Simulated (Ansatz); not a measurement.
# Sensitivity of the G0W0 gap of LaInO3 (Pnma)

A base run on LaInO3 (Pnma), then changed inputs.

Main program and level: Ansatz 0.2.0; G0W0 on r2SCAN, plane waves, PAW.

**1. The structure**

Symmetry: Pnma, No. 62, orthorhombic system. Conventional cell: a = 5.940 Å, b = 8.216 Å, c = 5.723 Å, α = 90.00°, β = 90.00°, γ = 90.00°. Nearest to La lie 8 O at 2.38 to 2.94 Å. Nearest to In lie 6 O at 2.16 to 2.17 Å. Nearest to O lie 2 In at 2.17 Å and 2 La at 2.38 to 2.50 Å. Nearest to O lie 2 In at 2.16 to 2.17 Å and 3 La at 2.40 to 2.94 Å. Farther neighbours and most contacts between anions are not listed.

Geometry: measured cell, ions relaxed with r2SCAN. The runs that relaxed it are not among those shown. Spin-orbit coupling is left out unless a step names it. The default PAW set here is soft_2. Its files were made with PBE.

**2. The base run: 2×2×2 mesh, 436 empty bands, screening to 78 eV**

Now the one-shot GW correction: screening in the RPA, then the self-energy of the levels asked for.

Contents of input.yaml:

```yaml
crystal:
  lattice:
    - [5.9404, 0.0, 0.0]
    - [0.0, 8.2158, 0.0]
    - [0.0, 0.0, 5.7229]
  atoms:
    - { symbol: La, position: [0.9463878551, 0.25, 0.0153056088] }
    - { symbol: La, position: [0.5536121449, 0.75, 0.5153056088] }
    - { symbol: La, position: [0.4463878551, 0.25, 0.4846943912] }
    - { symbol: La, position: [0.0536121449, 0.75, 0.9846943912] }
    - { symbol: In, position: [0.0, 0.0, 0.5] }
    - { symbol: In, position: [0.5, 0.0, 0.0] }
    - { symbol: In, position: [0.5, 0.5, 0.0] }
    - { symbol: In, position: [0.0, 0.5, 0.5] }
    - { symbol: O, position: [0.044381747, 0.25, 0.6126999622] }
    - { symbol: O, position: [0.455618253, 0.75, 0.1126999622] }
    - { symbol: O, position: [0.544381747, 0.25, 0.8873000378] }
    - { symbol: O, position: [0.955618253, 0.75, 0.3873000378] }
    - { symbol: O, position: [0.1980525852, 0.0593550044, 0.195575952] }
    - { symbol: O, position: [0.3019474148, 0.9406449956, 0.695575952] }
    - { symbol: O, position: [0.6980525852, 0.4406449956, 0.304424048] }
    - { symbol: O, position: [0.8019474148, 0.5593550044, 0.804424048] }
    - { symbol: O, position: [0.8019474148, 0.9406449956, 0.804424048] }
    - { symbol: O, position: [0.6980525852, 0.0593550044, 0.304424048] }
    - { symbol: O, position: [0.3019474148, 0.5593550044, 0.695575952] }
    - { symbol: O, position: [0.1980525852, 0.4406449956, 0.195575952] }
kpoints:
  mp_grid: { grid: [2, 2, 2] }
hamiltonian:
  xc: r2scan
scf:
  occupations: { method: fixed }
gw:
  n_empty_bands: 436
  ecut_chi: 78
  qp_bands: [v4, c4]
  qp_kpoints: band_edges
  screening: { model: contour_deformation }
```

On the command line:

```sh
> ansatz run input.yaml --threads 8 --pin off --max-ram 55296MiB --backend cuda --events-out ev --progress --plain --runs-dir out --devices 1 --max-vram 24GiB
```

Numbers of over 12 decimals in the logs are rounded to 6 here.

Output:

```text
GPUs: using 1 of 1 available (devices: 1).
Engine: ansatz 0.2.0, x86_64-unknown-linux-gnu
Pseudopotentials: kind: paw
Pseudopotential: La, paw, valence charge 11, recommended cutoff 500 eV (meta_gga), La.paw.azcp
Pseudopotential: In, paw, valence charge 13, recommended cutoff 500 eV (meta_gga), In.paw.azcp
Pseudopotential: O, paw, valence charge 6, recommended cutoff 500 eV (meta_gga), O.paw.azcp
Functional definition: r2SCAN
  parameter k0 = 0.174
  parameter k1 = 0.065
  parameter a1 = 4.9479
  exchange = r2scan_x(k0 = k0, k1 = k1, a1 = a1)
  correlation = r2scan_c
device memory: the entry about to start is reckoned to put 8.6 GiB on a device that reports 78.6 GiB free (of which the cap on the GPU budget leaves the run 24.0 GiB)
GPU FFT provider: cuFFT
GPU libraries: cuBLAS 13.8.2, cuFFT 12.4.0, cuSOLVER 12.3.4
Crystal: 20 atoms, lattice volume = 279.307 Å³
Basis set: ecut = 500 eV, 7101 PW (Γ), exchange–correlation on 180×240×180 points (64 copies of the dense FFT grid, shifted against one another)
Bands: 104, of which v1, the nominal top of the filled ones, is band 84 counted from 1 (83 counted from 0)
Symmetry: 8 space group operations
Space group: Pnma (ITA 62), of the structure as read, at distance tolerance 6.5e-5 Å
k-points: 8
Non-local potential: La, projectors of the file, l = 0: 3, l = 1: 2, l = 2: 2, l = 3: 3
Non-local potential: In, projectors of the file, l = 0: 2, l = 1: 2, l = 2: 2, l = 3: 2
Non-local potential: O, projectors of the file, l = 0: 2, l = 1: 2, l = 2: 1
PAW form: soft (Blöchl's): semilocal exchange-correlation on the pseudo side does not see the compensation charge
PAW frozen core: La, regenerated for the run's functional (the file was generated under x = pbe(κ = 0.804, μ = 0.219515), c = pbe(β = 0.066725))
PAW frozen core: In, regenerated for the run's functional (the file was generated under x = pbe(κ = 0.804, μ = 0.219515), c = pbe(β = 0.066725))
PAW frozen core: O, regenerated for the run's functional (the file was generated under x = pbe(κ = 0.804, μ = 0.219515), c = pbe(β = 0.066725))
PAW one-centre angular grid: La, 974 points (default); XC on 160 Gauss nodes
PAW one-centre angular grid: In, 590 points (default); XC on 289 of its mesh's 2783 points in the sphere
PAW one-centre angular grid: O, 302 points (default); XC on 160 Gauss nodes
Initial density: superposition of atomic densities (neutral atoms: chi_scale 0, normalization atom), corrected by the library's trained network
Initial wavefunctions: pseudopotential atomic-orbital guess
GPU buffer pool allocated for 121500 grid points (all kernels)
GPU transforms: local potential and band sums: pruned to the plane-wave sphere, on 45×60×45
Functional: x = r2scan, c = r2scan; τ floored in thin density (d = 2e-4 eV/Å³)
[...]
k-point 1: bands = [... 80 lower, 9.3878, 9.3878, 9.4567, 9.4567, 14.8950, 14.8950, 15.1966, 15.1966, ... 16 higher]
  k-point 2: bands = [... 80 lower, 9.3953, 9.3953, 9.7064, 9.7064, 14.2441, 14.2441, 15.2003, 15.2003, ... 16 higher]
  k-point 7: bands = [... 80 lower, 9.5253, 9.5253, 9.5253, 9.5253, 15.2342, 15.2342, 15.2342, 15.2342, ... 16 higher]
--- G₀W₀: contour deformation, 6 samples at zero and on the imaginary axis and 1 off it, 8 q-points, 436 empty bands' worth ---
  eigenvalues of the whole cell's RPA ε∞ on this k-mesh (on a slab, of 1 + 4πα/V) = 4.1528, 4.2748, 4.3766; static W/v taken at q = 0 is 0.233057
  gw.qp_kpoints: band_edges: 8 of 8 stored k-points solved, in 1 pass; an edge of the gap read off the rows below is read off those points alone
  `?` marks the rows in doubt; gw_qp.tsv's column doubts and the gw_qp event give each row's grounds
    ik  band        ε_KS         Σx   Σc(E_QP)       V_xc       Z   E_QP_lin       E_QP  E_QP is
     0    81      9.3845   -25.6926     4.6871   -20.9313  0.7656     9.3103     9.3104  root
     0    82      9.4967   -26.9610     4.2079   -22.6618  0.7795     9.4053     9.4054  root
     0    83      9.6456   -27.2515     4.2713   -22.8996  0.7785     9.5649     9.5650  root
     0    84      9.7909   -27.4927     4.3088   -23.1412  0.7779     9.7482     9.7482  root
     0    85     13.3452   -12.5156    -3.3804   -16.7414  0.8282    14.1952    14.1906  root
     0    86     15.1298   -16.6832    -7.3203   -27.2768  0.7698    18.6828    18.4031  root ?
     0    87     15.1823   -18.8595    -8.5130   -31.2309  0.7559    19.4847    19.0407  root ?
     0    88     15.2363   -18.7040    -8.3032   -30.7772  0.7579    19.4201    19.0062  root ?
     1    81      9.3878   -25.7647     4.6892   -20.9682  0.7669     9.2804     9.2806  root
     1    82      9.3878   -25.7647     4.6892   -20.9682  0.7669     9.2804     9.2806  root
     1    83      9.4567   -26.2490     4.5675   -21.5895  0.7710     9.3646     9.3648  root
[...]
1    87     15.1966   -18.6395    -8.3627   -30.7935  0.7569    19.4105    18.9878  root ?
     1    88     15.1966   -18.6395    -8.3627   -30.7935  0.7569    19.4105    18.9878  root ?
[...]
2    87     15.2003   -18.7679    -8.3723   -30.9427  0.7565    19.4285    19.0029  root ?
     2    88     15.2003   -18.7679    -8.3723   -30.9427  0.7565    19.4285    19.0029  root ?
[...]
3    85     15.1125   -15.5266    -6.3927   -24.7111  0.7854    18.0572    17.9043  root ?
[...]
7    81      9.5253   -26.4278     4.5492   -21.7868  0.7711     9.4334     9.4336  root
     7    82      9.5253   -26.4278     4.5492   -21.7868  0.7711     9.4334     9.4336  root
     7    83      9.5253   -26.4278     4.5492   -21.7868  0.7711     9.4334     9.4336  root
     7    84      9.5253   -26.4278     4.5492   -21.7868  0.7711     9.4334     9.4336  root
     7    85     15.2342   -18.9714    -8.4784   -31.2932  0.7551    19.5193    19.0775  root ?
     7    86     15.2342   -18.9714    -8.4784   -31.2932  0.7551    19.5193    19.0775  root ?
     7    87     15.2342   -18.9714    -8.4784   -31.2932  0.7551    19.5193    19.0775  root ?
     7    88     15.2342   -18.9714    -8.4784   -31.2932  0.7551    19.5193    19.0775  root ?
[key lines of the parts left out:]
SCF converged after 8 iterations
Free energy (F): -54353.699034 eV
Fermi energy:    9.790933 eV
```

The job ended after 9.2 s (1 × NVIDIA H100 80GB HBM3 with 8 threads of AMD EPYC 7R13 (Zen 3), shared host; peak memory 2.8 GiB; 26 s of CPU time).

Numbers from this step:

* bands summed: 520
* RPA ε∞ on this mesh (eigenvalues): 4.153, 4.275, 4.377
* plane waves in the screening matrix: 431
* q-points in the mesh: 8
* G0W0 gap on the mesh: 4.442 eV
* k of the valence top: 0, 0, 0
* k of the conduction bottom: 0, 0, 0
* starting gap on the mesh: 3.554 eV
* Z at the valence top: 0.7779
* Z at the conduction bottom: 0.8282
* least direct G0W0 gap on the computed points: 4.442 eV

The gap on the mesh goes from 3.55 eV to 4.44 eV, a correction of +0.89 eV. Between the two edge states, bare exchange in place of the xc potential would open the gap by 8.58 eV, and correlation takes back 7.69 eV.

**3. Variant: accuracy level**

input.yaml: that of step 2 with these lines changed.

```diff
@@ -33,4 +33,4 @@
 gw:
-  n_empty_bands: 436
-  ecut_chi: 78
+  n_empty_bands: 634
+  ecut_chi: 100
   qp_bands: [v4, c4]
@@ -38 +38,2 @@
   screening: { model: contour_deformation }
+accuracy: high
```

Output:

```text
GPUs: using 1 of 1 available (devices: 1).
[...]
GPU FFT provider: cuFFT
GPU libraries: cuBLAS 13.8.2, cuFFT 12.4.0, cuSOLVER 12.3.4
Crystal: 20 atoms, lattice volume = 279.307 Å³
Basis set: ecut = 500 eV, 7101 PW (Γ), exchange–correlation on 200×288×192 points (64 copies of the dense FFT grid, shifted against one another)
Bands: 104, of which v1, the nominal top of the filled ones, is band 84 counted from 1 (83 counted from 0)
[... 1 set-up line as in the run before ...]
[...]
k-points: 8
[...]
GPU buffer pool allocated for 172800 grid points (all kernels)
GPU transforms: local potential: pruned to the plane-wave sphere, on 45×64×45; band sums: pruned to the plane-wave sphere, on 50×72×48
[...]
SCF iter   1: F=—  HF=-54353.308300 eV  |F-HF|=—  |Δ(HF+E_count)|=         —  Δρ=1.29e-2  dr2=5.35e-1  dr2_τ=7.56e-1  ethr=1.77e-3  ⟨swp⟩=4.8  Hψ=2949  notcnv=0  defer=127
[...]
SCF iter   8: F=-54353.699035 eV  HF=-54353.699035 eV  |F-HF|=1.40e-8  |Δ(HF+E_count)|=   1.07e-7  Δρ=4.01e-6  dr2=4.40e-8  dr2_τ=1.31e-9  ethr=5.95e-11  ⟨swp⟩=11.0  Hψ=3922  notcnv=0
SCF 1 converged in 8 iterations: F = -54353.699035 eV  dr2 = 4.40e-8
[...]
NSCF: frozen V_eff on 8 k-points
[...]
G₀W₀ screening: q 1/8
[... further progress lines ...]
SCF converged after 8 iterations
Free energy (F): -54353.699035 eV
[...]
Internal energy: -54353.699035 eV  (E = F + TS)
E sigma→0 (E₀):  -54353.699035 eV
Fermi energy:    9.790933 eV
[...]
--- Band table (eV; the first three rows and the last of 8) ---
[...]
0    85     13.3452   -12.5156    -3.4748   -16.7414  0.8262    14.0997    14.0962  root
     0    86     15.1298   -16.6832    -7.4565   -27.2768  0.7680    18.5139    18.2669  root ?
     0    87     15.1823   -18.8595    -8.6680   -31.2309  0.7538    19.2969    18.8857  root ?
     0    88     15.2363   -18.7040    -8.4743   -30.7772  0.7558    19.2294    18.8351  root ?
     1    81      9.3878   -25.7647     4.5735   -20.9682  0.7647     9.1642     9.1648  root
     1    82      9.3878   -25.7647     4.5735   -20.9682  0.7647     9.1642     9.1648  root
     1    83      9.4567   -26.2490     4.4405   -21.5895  0.7688     9.2372     9.2377  root
[...]
1    87     15.1966   -18.6395    -8.5223   -30.7935  0.7549    19.2229    18.8282  root ?
     1    88     15.1966   -18.6395    -8.5223   -30.7935  0.7549    19.2229    18.8282  root ?
[...]
2    87     15.2003   -18.7679    -8.5312   -30.9427  0.7544    19.2408    18.8439  root ?
     2    88     15.2003   -18.7679    -8.5312   -30.9427  0.7544    19.2408    18.8439  root ?
[...]
3    85     15.1125   -15.5266    -6.5340   -24.7111  0.7836    17.8978    17.7629  root ?
[...]
7    81      9.5253   -26.4278     4.4268   -21.7868  0.7687     9.3106     9.3111  root
     7    82      9.5253   -26.4278     4.4268   -21.7868  0.7687     9.3106     9.3111  root
     7    83      9.5253   -26.4278     4.4268   -21.7868  0.7687     9.3106     9.3111  root
     7    84      9.5253   -26.4278     4.4268   -21.7868  0.7687     9.3106     9.3111  root
     7    85     15.2342   -18.9714    -8.6371   -31.2932  0.7530    19.3281    18.9189  root ?
     7    86     15.2342   -18.9714    -8.6371   -31.2932  0.7530    19.3281    18.9189  root ?
     7    87     15.2342   -18.9714    -8.6371   -31.2932  0.7530    19.3281    18.9189  root ?
     7    88     15.2342   -18.9714    -8.6371   -31.2932  0.7530    19.3281    18.9189  root ?
```

The job ended after 13 s (1 × NVIDIA H100 80GB HBM3 with 8 threads; peak memory 3.6 GiB).

The G0W0 gap on the mesh is 4.480 eV.

Against the base:

| setting | base | variant |
| --- | --- | --- |
| empty bands | 436 | 634 |
| screening cutoff (eV) | 78 | 100 |
| accuracy | - | high |

| quantity | variant | base |
| --- | --- | --- |
| starting gap on the mesh | 3.554 | 3.554 |
| G0W0 gap on the mesh | 4.480 | 4.442 |
| least direct G0W0 gap on the computed points | 4.480 | 4.442 |
| Z at the valence top | 0.775 | 0.778 |
| Z at the conduction bottom | 0.826 | 0.828 |

**4. Results**

```
base           : 4.44 eV, 9.2 s
accuracy level : 4.48 eV, 13 s
```

In words: Accuracy level: the gap moves by +0.04 eV. The variant differs from the base in empty bands, screening cutoff and accuracy together, so the change can't be laid to one of them. All runs here use a coarse mesh and modest cutoffs; they test settings and are not final values. The 2×2×2 mesh is coarse for this cell (its supercell is 11 Å along the shortest edge). The RPA ε∞ on it, from the r2SCAN start, is 4.15, 4.27 and 4.38; such meshes misread the long-range screening, most where the gap is narrow. Empty 4f levels lie among the conduction bands. Their place in the start is unsure; it enters the screening, and the edge itself where they lie low. The many-body steps are scalar-relativistic: spin-orbit coupling is not in them.

[Paths, hosts, dates, memory and timing lines, banners, echoed tables and standing remarks are left out of the program output.]

[Logs are printed without paths, hosts, clocks, repeated set-up lines and the standing remarks that a program may print on its own settings, such as how far it seeks lower states.]

[Runs of the session that timed out or met a known fault of the program may be left out.]

[Cells called generated may have been cut or substituted from an entry of the Crystallography Open Database or the Materials Project.]

[Hosts, paths, dates, database ids (printed as entryN), source tags and the programs' standing remarks are cut or masked in the printed files.]
